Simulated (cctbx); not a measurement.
**Diagnosing a refinement**

Cell a = 11.6097 Å, b = 8.5590 Å, c = 7.7780 Å, α = 90.00°, β = 132.00°, γ = 90.00°; space group Cm (no. 8). The compound is FeBiS4.

The data are simulated with cctbx, not measured: Mo Kα, λ = 0.71073 Å, to d = 0.6 Å, 70 % of the full sphere, strongest reflection 5000 counts, noise from counting, a 4 % proportional error and a noise floor of 4 counts (s.d.); no absorption.

An anisotropic refinement with weights 1/σ² prints:

```text
Rint 0.042, 2578 unique reflections to 0.60 A
cycle     R1     wR2    GooF  max shift (A)
   1  0.0499  0.1167   1.548   0.01515
   5  0.0402  0.0958   1.271   0.00041
final R1 0.0402 wR2 0.0958 GooF 1.271  parameters 66  data/parameter 39.1
atom        x        y        z      Ueq    occ   su(xyz)  su(Uiso or U11)
Bi1    0.50191  0.50000  0.99344   0.0107  1.000  0.00011  0.0003
Bi2    0.00017  0.50000  0.74423   0.0082  1.000  0.00016  0.0002
Fe1    0.99233  0.00000  0.49578   0.0062  1.000  0.00074  0.0012
Fe2    0.50802  0.00000  0.28008   0.0072  1.000  0.00066  0.0011
S1     0.70288  0.50000  0.96503   0.0088  1.000  0.00089  0.0014
S2     0.99061  0.70626  0.50035   0.0108  1.000  0.00082  0.0011
S3     0.79183  0.00000  0.54382   0.0121  1.000  0.00105  0.0020
S4     0.69576  0.50000  0.44741   0.0153  1.000  0.00116  0.0020
S5     0.00309  0.69891  1.00091   0.0142  1.000  0.00100  0.0011
S6     0.79243  0.00000  0.04019   0.0080  1.000  0.00095  0.0017
difference map: max 2.15 min -2.06 rms 0.48
Q1    0.2433  0.5000  0.9751    2    2.22  0.44 A from S6
Q2    0.4621  0.0000  0.2192    2    2.15  0.41 A from Fe2
Q3    0.0593  0.0000  0.8373    2    2.07  1.25 A from S1
Q4    0.0125  0.5000  0.3318    2    2.04  0.37 A from Fe2
Q5    0.4953  0.0000  0.8379    2    2.00  0.77 A from Bi2
Q6    0.2455  0.3499  0.8572    4    1.97  1.71 A from S6
```

Q: Accept it or mend it, and why?

Mend it. The fault: anomalous dispersion left out. Against the right model at the same level, R1 goes from 0.0306 to 0.0402 and GooF from 0.98 to 1.27 and U of Fe1 shrinks from 0.0121 to 0.0062 Å². No atom is wrong: without f′ and f″ the atoms near an edge get the wrong scattering power, which U and the scale absorb. The signs are weak, and the output alone doesn't single this fault out.

The compound is FeBiS4. The right model at the same level gives:

```text
Rint 0.042, 2578 unique reflections to 0.60 A
cycle     R1     wR2    GooF  max shift (A)
   1  0.0357  0.0871   1.155   0.00750
   4  0.0306  0.0739   0.981   0.00049
final R1 0.0306 wR2 0.0739 GooF 0.981  parameters 66  data/parameter 39.1
atom        x        y        z      Ueq    occ   su(xyz)  su(Uiso or U11)
Bi1    0.50187  0.50000  0.99345   0.0095  1.000  0.00007  0.0002
Bi2   -0.00002  0.50000  0.74422   0.0079  1.000  0.00010  0.0002
Fe1    0.99338  0.00000  0.49763   0.0121  1.000  0.00052  0.0009
Fe2    0.50868  0.00000  0.27921   0.0099  1.000  0.00040  0.0008
S1     0.70330  0.50000  0.96479   0.0108  1.000  0.00059  0.0010
S2     0.99039  0.70619  0.49971   0.0134  1.000  0.00052  0.0008
S3     0.79231  0.00000  0.54327   0.0152  1.000  0.00070  0.0015
S4     0.69634  0.50000  0.44681   0.0175  1.000  0.00075  0.0015
S5     0.00327  0.69899  1.00046   0.0159  1.000  0.00063  0.0008
S6     0.79281  0.00000  0.04007   0.0101  1.000  0.00062  0.0012
Flack x: 0.019(14)
Hooft y: 0.026(14)  Bijvoet pairs: 1155
difference map: max 2.02 min -1.52 rms 0.40
Q1    0.0603  0.0000  0.8364    2    2.05  1.24 A from S1
Q2    0.3264  0.5000  0.3860    2    1.62  1.50 A from Fe1
Q3    0.1773  0.0000  0.7728    2    1.62  1.31 A from S1
Q4    0.4536  0.5000  0.6148    2    1.61  1.27 A from Fe1
Q5    0.2341  0.5000  0.9660    2    1.55  0.52 A from S6
Q6    0.4166  0.5000  0.8918    2    1.54  0.75 A from Bi1
```

Isotropic U is held between 0.0001 and 1 Å² by the program, and listed peak heights are interpolated, so they can pass the grid's maximum.

The model was made for the exercise: a known structure type with other elements put in, its volume estimated, not relaxed; displacement parameters are assumed.

[Middle refinement cycles are left out of these outputs.]

[Logs are printed without paths, hosts, clocks, repeated set-up lines and the standing remarks that a program may print on its own settings, such as how far it seeks lower states.]
